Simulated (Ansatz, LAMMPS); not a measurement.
# Squeezing and shearing rapidly quenched Si24Mg76 (at. %) (110 atoms): runs compared

Aim: relax rapidly quenched Si24Mg76 (at. %) (110 atoms), then change its volume and shape to read moduli from the stress.

Computed with Ansatz 0.2.0: Kohn-Sham DFT, LDA, PAW (set soft_2), plane waves.

**1. The cell as built**

The cell holds 110 atoms: 26 Si and 84 Mg. Cell: a = 13.568 Å, b = 13.568 Å, c = 13.568 Å, α = 90.0°, β = 90.0°, γ = 90.0°. 110 atoms (26 Si, 84 Mg) placed at random at 1.75 g/cm³, melted at 2000 K for 10 ps at fixed volume with the MEAM Al-Si-Mg-Cu-Fe potential (Jelinek et al., Phys. Rev. B 85, 245102 (2012)). Quenched from 2000 K to 300 K at 5 K/ps and zero pressure, held 5 ps.

Limits known from the start: The quench rate of 5 K/ps is orders of magnitude faster than experiment, which tends to freeze in extra defects. The starting topology of bonds comes from the classical model, and needn't be the one that DFT or experiment would give. Sampling is at Γ alone.

**2. The reference run**

The reference is a single point at the end of the relaxation.

Every strained cell starts from the geometry of this run, and its atoms are relaxed with the cell held.

Its input, with most atom lines left out:

```yaml
crystal:
  lattice:
    - [11.81932, -0.07159, -0.00953]
    - [-0.07159, 12.16282, -0.02602]
    - [-0.00953, -0.02602, 15.4192]
  atoms:
    - { symbol: Si, position: [0.82767, 0.05477, 0.15661] }
    - { symbol: Si, position: [0.31876, 0.64699, 0.44481] }
    - { symbol: Si, position: [0.56412, 0.02574, 0.33723] }
    - { symbol: Si, position: [0.26698, 0.71177, 0.94725] }
    - { symbol: Si, position: [0.64134, 0.89511, 0.86514] }
    - { symbol: Si, position: [0.62172, 0.62085, 0.20312] }
    - { symbol: Si, position: [0.10658, 0.37151, 0.33637] }
    [... atom lines 8 to 110 left out ...]
kpoints:
  mp_grid: { grid: [1, 1, 1] }
hamiltonian:
  xc: lda
scf:
  occupations: { method: cold, width: 0.15 }
output:
  forces: true
  stress: true
  populations: true
  dos:
    method: { smearing: { sigma: 0.08 } }
    de: 0.1
    projected: { site_lists: { Mg: [Mg], Si: [Si] } }
  eigenvalues: true
  write_density: true
  write_potential: true
  volumetric_format: npy
```

```
free energy per atom   : -1596.0102 eV/atom
r.m.s. force component : 0.00497 eV/Å
pressure               : 0.00107 GPa
```

Levels near the Fermi energy are neither full nor empty under the smearing, so no gap is quoted.

**3. The runs**

Each row is one run, on 4 threads of AMD EPYC 9R14 (Zen 4), shared host. The free energy is the program's total, comparable only between runs with the same functional, potentials and atoms.

```csv
run,atoms,outcome,"ionic steps, all passes",free energy (eV),time,host memory (GiB)
Single point at the start,110,converged,-,-175542.509,22 s,3.4
Cell and atoms relaxed,110,converged,49,-175561.126,16 min,3.5
Single point at the relaxed geometry,110,converged,-,-175561.126,30 s,3.2
Volume -3 %,110,converged,3,-175560.817,62 s,3.1
Volume +3 %,110,converged,2,-175560.843,42 s,3.2
Volume -6 %,110,converged,4,-175559.831,79 s,3.0
Volume +6 %,110,converged,3,-175560.070,68 s,3.3
Volume -10 %,110,converged,8,-175557.293,2.6 min,2.9
Stretched by 1 % along x,110,converged,2,-175561.068,47 s,3.2
Compressed by 1 % along x,110,converged,2,-175561.067,47 s,3.1
Sheared by 2 % in xy,110,converged,2,-175561.061,46 s,3.2
```

In some runs the program notes that the SCF threshold is loose for the stress.

**4. Pressure against volume**

Atoms are relaxed at each volume, in the scaled cell.

```csv
volume change (%),volume (Å³/atom),energy change (meV/atom),pressure (GPa),largest move on relaxing (Å),bonds
-10,18.135,34.85,6.05,0.28,656
-6,18.941,11.77,3.30,0.09,645
-3,19.546,2.81,1.54,0.04,635
+0,20.150,0.00,0.00,-,631
+3,20.755,2.57,-1.35,0.03,624
+6,21.359,9.60,-2.44,0.08,617
```

**5. Uniaxial strain and shear**

Stress (GPa, compression positive) less that of the relaxed cell, atoms relaxed:

```csv
strain,xx,yy,zz,xy,energy change (meV/atom)
stretched by 1 % along x,-0.864,-0.303,-0.262,0.025,0.53
compressed by 1 % along x,0.910,0.306,0.299,-0.043,0.54
sheared by 2 % in xy,0.066,0.032,-0.007,-0.497,0.60
```

**6. What came out**

The bulk modulus, from the slope of pressure against ln V over the three points nearest the relaxed volume, is 48.2 GPa; a quadratic over all points gives a pressure derivative of about 4.0. The count of bonds runs from 617 to 656 over the series, so at some points contacts cross the cutoffs. In the Cartesian axes of the cell, finite differences give C11 = 88.7, C12 = 30.5, C13 = 28.0 and C66 = 24.9 GPa (the shear of 2 % is the engineering strain, εxy = 0.01). The mean of C11, C12 and C13, which equals the bulk modulus in a cubic or isotropic solid, is 49.1 GPa: it agrees with the bulk modulus within 10 %. For an isotropic solid C66 would equal (C11 − C12)/2 = 29.1 GPa; so small a sample needn't be isotropic, and C66 rests on one shear. With the bulk modulus and C66 as K and G, Young's modulus would be about 64 GPa and Poisson's ratio 0.28.

Caveats: Strains are finite and relaxations stop at the force tolerance of the input, which can leave moduli too stiff; they are those of a static cell at zero temperature. Volumes are changed with the cell's shape held, so in an anisotropic solid the modulus lies over the one under free hydrostatic load. The program notes that the SCF threshold of the relaxations is loose for the stress. The cell edges changed by -13, -10 and +14 % with the Γ point alone; in so small a cell a change of shape can follow the discrete levels, so shape, energy gain and any gap at the end may be artefacts of the sampling.

The DFT runs together took 26 min of wall time.

[Logs are printed without paths, hosts, clocks, repeated set-up lines and the standing remarks that a program may print on its own settings, such as how far it seeks lower states.]

[Hosts, paths, dates, database ids (printed as entryN), source tags and the programs' standing remarks are cut or masked in the printed files.]
